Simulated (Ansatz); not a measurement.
# Is the response still linear at 0.3 V/Å? 1T-HfTe2 under H-GaAs-Cl chair, AA

The dipole of a slab grows in proportion to a weak field along its normal. Does the weak-field slope carry to a strong field?

**Method.** Ansatz 0.2.0, plane waves with PAW datasets (its set soft_2), PBEsol-D3(BJ); atoms held at their relaxed places, 18 Å of vacuum, dipole correction, cell area 13.22 Å², 12×12 k-points, smearing 0.05 eV. Without field the slab has no gap over 0.05 eV.

| run | field (V/Å) | dipole (e·Å) |
| --- | --- | --- |
| run 1 | −0.05 | 0.00313 |
| run 2 | 0.00 | 0.04397 |
| run 3 | 0.05 | 0.08477 |
| run 4 | 0.10 | 0.12551 |
| run 5 | 0.30 | ? |

Q: Estimate the withheld value from the rows shown.

A least-squares line through the 4 rows shown has slope 0.815880 and intercept 0.043948; no row lies more than 0.00003 e·Å off it. A perfect conductor with that slope would be 180.95 × 0.81588 / 13.22 = 11.17 Å thick. At 0.30 it gives 0.815880 × 0.30 + 0.043948 = 0.28871 e·Å, beyond the rows fitted. Rounding and scatter of the rows alone allow about ±0.00010 e·Å there.

The run itself gives 0.28823 e·Å: a miss of −0.00048 e·Å. That is under 1 % of the induced dipole, so the response is still linear.

Caveats: Ions are held, so this is the electronic response. Of the series that stay linear within 1 %, this collection keeps about one in seven, and it keeps all that bend. With a small gap or none the response hangs on mesh and smearing, which were not varied here. Spin-orbit coupling is left out, which changes the bands of elements this heavy.
